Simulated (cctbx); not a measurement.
# Reading a Patterson map

Space group P6_3cm (no. 185), a = 12.6690 Å, b = 12.6690 Å, c = 6.1390 Å, α = 90.00°, β = 90.00°, γ = 120.00°, content Tl6 Br18 V6.

Simulated single-crystal data (cctbx): Mo Kα, λ = 0.71073 Å, to d = 0.75 Å, 95 % of the full sphere, strongest reflection 40000 counts, noise from counting, a 6 % proportional error and a noise floor of 4 counts (s.d.); no absorption, some extinction.

Patterson synthesis, origin scaled to 1000:

```text
Patterson group P 6/m m m
      u       v       w   height  length (A)
  0.000   0.000   0.000   1000.0     0.00
  0.333   0.667   0.000    739.4     7.31
  0.167   0.334   0.000    397.4     3.66
  0.000   0.500   0.000    397.0     6.33
  0.000   0.333   0.500    364.0     5.22
  0.000   0.174   0.500    225.4     3.78
  0.160   0.495   0.500    198.7     6.33
  0.000   0.334   0.246    102.3     4.50
  0.000   0.160   0.255     44.4     2.56
  0.177   0.509   0.265     22.4     7.77
  0.000   0.000   0.500     22.1     3.07
  0.041   0.083   0.102     16.3     1.10
  0.023   0.098   0.000     14.3     1.12
  0.000   0.000   0.165     10.7     1.01
```

Q: Assign the vectors.

A peak at u stands for all pairs with xi − xj = u, with weight Σ ZiZj against Σ Z² = 64590 at the origin. Peak heights follow these weights only roughly, since form factors, motion and series ripples differ, all vectors within 0.55 Å of a peak are counted as merged into it though the farther ones add only part of their weight, and F(000) is left out, which lowers the whole map:

| u | v | w | shortest length (Å) | height | 1000 ΣZiZj/ΣZ² | pairs in the cell |
| --- | --- | --- | --- | --- | --- | --- |
| 0.333 | 0.667 | 0.000 | 7.31 | 739 | 1000 | 6 × Tl–Tl, 18 × Br–Br, 6 × V–V |
| 0.167 | 0.334 | 0.000 | 3.66 | 397 | 754 | 12 × Tl–Br, 12 × Br–Br |
| 0.000 | 0.500 | 0.000 | 6.33 | 397 | 754 | 12 × Tl–Br, 12 × Br–Br |
| 0.000 | 0.333 | 0.500 | 5.22 | 364 | 475 | 3 × Tl–Tl, 9 × Br–Br |
| 0.000 | 0.174 | 0.500 | 3.78 | 225 | 377 | 6 × Tl–Br, 6 × Br–Br |
| 0.160 | 0.495 | 0.500 | 6.34 | 199 | 339 | 6 × Tl–Br, 4 × Br–Br |
| 0.000 | 0.334 | 0.246 | 4.49 | 102 | 173 | 6 × Tl–V |

The table stops at ten peaks or at a height of 45, below which ripples compete. In the model behind the data Tl, the heaviest element, has 1 independent site: (0.6734, 0, 0.7542), up to an allowed shift of origin; the Tl–Tl vectors are differences of these positions and their symmetry mates. The whole model:

| atom | mult. | x | y | z | Ueq (Å²) |
| --- | --- | --- | --- | --- | --- |
| Tl1 | 6 | 0.6734 | 0 | 0.7542 | 0.0064 |
| Br1 | 12 | 0.8200 | 0.3340 | 0.7353 | 0.0104 |
| Br2 | 6 | 0.8291 | 0 | 0.3160 | 0.0100 |
| V1 | 4 | 1/3 | 2/3 | 0.9915 | 0.0097 |
| V2 | 2 | 0 | 0 | 0.0588 | 0.0154 |

The model was made for the exercise: a known structure type with other elements put in, its volume estimated, not relaxed; displacement parameters are assumed.

[Logs are printed without paths, hosts, clocks, repeated set-up lines and the standing remarks that a program may print on its own settings, such as how far it seeks lower states.]
